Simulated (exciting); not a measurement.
## Core excitons at the S L₂,₃ edge of YSF

Aim: the S L₂,₃ absorption edge of YSF with the electron–hole interaction treated explicitly, and what each term of the kernel does.

Main program and level: exciting sodium; X-ray absorption, core-level Bethe-Salpeter equation, exchange and statically screened direct term, Tamm-Dancoff, all-electron LAPW+lo LDA.

### Step 1. Starting point

The structure is tetragonal, space group P4/nmm (No. 129). Conventional cell: a = 3.773 Å, b = 3.773 Å, c = 6.827 Å, α = 90.00°, β = 90.00°, γ = 90.00°. Nearest to Y lie 4 F at 2.44 Å and 5 S at 2.81 to 2.86 Å. Nearest to S lie 5 Y at 2.81 to 2.86 Å. Nearest to F lie 4 Y at 2.44 Å. Farther neighbours and most contacts between anions are not listed.

Structure file:

```xyz
6
Lattice="3.7730 0.0000 0.0000 0.0000 3.7730 0.0000 0.0000 0.0000 6.8267" Properties=species:S:1:pos:R:3 pbc="T T T"
Y     1.8865    0.0000    5.2755
Y     0.0000    1.8865    1.5512
S     1.8865    0.0000    2.4196
S     0.0000    1.8865    4.4071
F     1.8865    1.8865    0.0000
F     0.0000    0.0000    0.0000
```

Differences between curves are given as r.m.s. difference over r.m.s. height.

### Step 2. Ground state

The species files are the program's own, with muffin-tin radii set in the input.

The input, input.xml:

```
<input>
  <title>YSF</title>
  <structure speciespath="." autormt="false" epslat="1.0e-5">
    <crystal>
      <basevect>7.1299083966 0.0000000000 0.0000000000</basevect>
      <basevect>0.0000000000 7.1299083966 0.0000000000</basevect>
      <basevect>0.0000000000 0.0000000000 12.9005311984</basevect>
    </crystal>
    <species speciesfile="Y.xml" rmt="2.464">
      <atom coord="0.5000000000 0.0000000000 0.7727719800"/>
      <atom coord="0.0000000000 0.5000000000 0.2272280200"/>
    </species>
    <species speciesfile="S.xml" rmt="2.300">
      <atom coord="0.5000000000 0.0000000000 0.3544328100"/>
      <atom coord="0.0000000000 0.5000000000 0.6455671900"/>
    </species>
    <species speciesfile="F.xml" rmt="2.013">
      <atom coord="0.5000000000 0.5000000000 0.0000000000"/>
      <atom coord="0.0000000000 0.0000000000 0.0000000000"/>
    </species>
  </structure>
  <groundstate do="fromscratch" xctype="LDA_PW" ngridk="5 5 2" rgkmax="7" gmaxvr="14" nempty="8" swidth="0.001" maxscl="100" epsengy="1e-5"/>
</input>
```

On the command line:

```sh
$ OMP_NUM_THREADS=1 mpirun -n 2 exciting
```

The log of the run:

```text
EXCITING SODIUM started
********************************************************************************
* Ground-state run starting from atomic densities                              *
********************************************************************************
+ Starting initialization                                                      +
 Lattice vectors (cartesian) :
      7.1299083966      0.0000000000      0.0000000000
      0.0000000000      7.1299083966      0.0000000000
      0.0000000000      0.0000000000     12.9005311984
 Reciprocal lattice vectors (cartesian) :
      0.8812434828      0.0000000000      0.0000000000
      0.0000000000      0.8812434828      0.0000000000
      0.0000000000      0.0000000000      0.4870485727
 Unit cell volume                           :     655.8061630825
 Brillouin zone volume                      :       0.3782370880
 Species :    1 (Y)
     parameters loaded from                 :    Y.xml
     name                                   :    yttrium
     nuclear charge                         :     -39.00000000
     electronic charge                      :      39.00000000
     atomic mass                            :  162065.45020000
     muffin-tin radius                      :       2.46400000
     # of radial points in muffin-tin       :     400
     atomic positions (lattice) :
       1 :   0.00000000  0.00000000  0.00000000
       2 :   0.50000000  0.50000000  0.45445604
 Species :    2 (S)
     parameters loaded from                 :    S.xml
     name                                   :    sulphur
     nuclear charge                         :     -16.00000000
     electronic charge                      :      16.00000000
     atomic mass                            :   58452.74216000
     muffin-tin radius                      :       2.30000000
     # of radial points in muffin-tin       :     300
     atomic positions (lattice) :
       1 :   0.00000000  0.00000000  0.58166083
       2 :   0.50000000  0.50000000  0.87279521
 Species :    3 (F)
     parameters loaded from                 :    F.xml
     name                                   :    fluorine
     nuclear charge                         :      -9.00000000
     electronic charge                      :       9.00000000
     atomic mass                            :   34631.97043000
     muffin-tin radius                      :       2.01300000
     # of radial points in muffin-tin       :     250
     atomic positions (lattice) :
       1 :   0.00000000  0.50000000  0.22722802
       2 :   0.50000000  0.00000000  0.22722802
 Total number of atoms per unit cell        :       6
 Spin treatment                             :    spin-unpolarised
 Number of Bravais lattice symmetries       :      16
 Number of crystal symmetries               :      16
 k-point grid                               :       5    5    2
 Total number of k-points                   :      12
 k-point set is reduced with crystal symmetries
 R^MT_min * |G+k|_max (rgkmax)              :       7.00000000
 Species with R^MT_min                      :       3 (F)
 Maximum |G+k| for APW functions            :       3.47739692
 Maximum |G| for potential and density      :      14.00000000
 G-vector grid sizes                        :      32    32    60
 Total number of G-vectors                  :   30457
 Maximum angular momentum used for
     APW functions                          :       8
     computing H and O matrix elements      :       8
     potential and density                  :       8
     inner part of muffin-tin               :       2
 Total nuclear charge                       :    -128.00000000
 Total electronic charge                    :     128.00000000
 Total core charge                          :      80.00000000
 Total valence charge                       :      48.00000000
 Number of empty states                     :       8
 Total number of valence states             :      33
 Maximum Hamiltonian size                   :     522
 Maximum number of plane-waves              :     478
 Total number of local-orbitals             :      44
 Exchange-correlation type                  :       3
     Perdew-Wang, Phys. Rev. B 45, 13244 (1992)
 Smearing scheme                            :    Gaussian
 Smearing width                             :       0.00100000
 Using multisecant Broyden potential mixing
+ Ending initialization                                                        +
********************************************************************************
* Groundstate module started                                                   *
********************************************************************************
 Output level for this task is set to normal
+ Self-consistent loop started                                                 +
 Density and potential initialised from atomic data
+ SCF iteration number :    1                                                  +
 Total energy                               :     -7756.61768710
 _______________________________________________________________
 Fermi energy                               :         0.21541033
 Kinetic energy                             :      7976.67301494
 Coulomb energy                             :    -15452.46016596
 Exchange energy                            :      -269.84102721
 Correlation energy                         :       -10.98950887
 DOS at Fermi energy (states/Ha/cell)       :         0.00000000
 Electron charges :
     core                                   :        80.00000000
     core leakage                           :         0.00011897
     valence                                :        48.00000000
     interstitial                           :         6.68069378
     charge in muffin-tin spheres :
                  atom     1     Y          :        36.24931350
                  atom     2     Y          :        36.24931350
                  atom     3     S          :        15.16980330
                  atom     4     S          :        15.16980330
                  atom     5     F          :         9.24053631
                  atom     6     F          :         9.24053631
     total charge in muffin-tins            :       121.31930622
     total charge                           :       128.00000000
 Estimated fundamental gap                  :         0.08019039
        valence-band maximum at    1      0.0000  0.0000  0.0000
     conduction-band minimum at    1      0.0000  0.0000  0.0000
[... further iterations ...]
| Convergence targets achieved. Performing final SCF iteration                 +
 Total energy                               :     -7759.10976880
 _______________________________________________________________
 Fermi energy                               :         0.23434447
 Kinetic energy                             :      7972.43960493
 Coulomb energy                             :    -15451.10880839
 Exchange energy                            :      -269.46713165
 Correlation energy                         :       -10.97343369
 DOS at Fermi energy (states/Ha/cell)       :         0.00000000
 Electron charges :
     core                                   :        80.00000000
     core leakage                           :         0.00011873
     valence                                :        48.00000000
     interstitial                           :         7.13389080
     charge in muffin-tin spheres :
                  atom     1     Y          :        36.47041586
                  atom     2     Y          :        36.47041586
                  atom     3     S          :        14.89792111
                  atom     4     S          :        14.89792111
                  atom     5     F          :         9.06471762
                  atom     6     F          :         9.06471762
     total charge in muffin-tins            :       120.86610920
     total charge                           :       128.00000000
 Estimated fundamental gap                  :         0.04291948
        valence-band maximum at    1      0.0000  0.0000  0.0000
     conduction-band minimum at    1      0.0000  0.0000  0.0000
+ Self-consistent loop stopped                                                 +
 STATE.OUT is written
********************************************************************************
* Groundstate module stopped                                                   *
********************************************************************************
 Total time spent (seconds)                 :        59.79
| EXCITING SODIUM stopped                                                      =
```

It took 62 s on 2 MPI ranks of Arm Neoverse V1, shared host.

The mesh shows a gap of 1.17 eV. Core levels (Dirac, from the valence top):

```
atom  level  energy (eV)
   S  1s1/2      -2388.8
   S  2s1/2       -202.9
   S  2p1/2       -149.4
   S  2p3/2       -148.1
```

### Step 3. A richer basis for the empty states

Each species file gets more local orbitals, built from u and its energy derivative at 0.15 Ha and u at 0.9 Ha.

input.xml is that of step 2.

The input, SPECIES.xml, added lines:

```
<lo l="L">  <!-- L = 0, 1, 2 -->
  <wf matchingOrder="0" trialEnergy="0.1500" searchE="false"/>
  <wf matchingOrder="1" trialEnergy="0.1500" searchE="false"/>
  <wf matchingOrder="0" trialEnergy="0.9000" searchE="false"/>
</lo>
```

On the command line:

```sh
$ OMP_NUM_THREADS=1 mpirun -n 2 exciting
```

The log of the run:

```text
EXCITING SODIUM started
********************************************************************************
* Ground-state run starting from atomic densities                              *
********************************************************************************
+ Starting initialization                                                      +
[... lattice and species ...]
 Spin treatment                             :    spin-unpolarised
 Number of Bravais lattice symmetries       :      16
[...]
valence-band maximum at    1      0.0000  0.0000  0.0000
     conduction-band minimum at    1      0.0000  0.0000  0.0000
+ Self-consistent loop stopped                                                 +
 STATE.OUT is written
********************************************************************************
* Groundstate module stopped                                                   *
********************************************************************************
 Total time spent (seconds)                 :        66.42
| EXCITING SODIUM stopped                                                      =
[key lines of the parts left out:]
Total energy                               :     -7759.11167635
Fermi energy                               :         0.23472355
```

Run time: 68 s. Hardware: 2 MPI ranks.

Against the first ground state the total energy moves by -9 meV an atom and the gap by 0.00 eV.

(Part 1 of 3 ends here.)

[Banner, clock and machine lines of the logs are left out without a mark of their own.]

[Logs are printed without paths, hosts, clocks, repeated set-up lines and the standing remarks that a program may print on its own settings, such as how far it seeks lower states.]

[Hosts, paths, dates, database ids (printed as entryN), source tags and the programs' standing remarks are cut or masked in the printed files.]
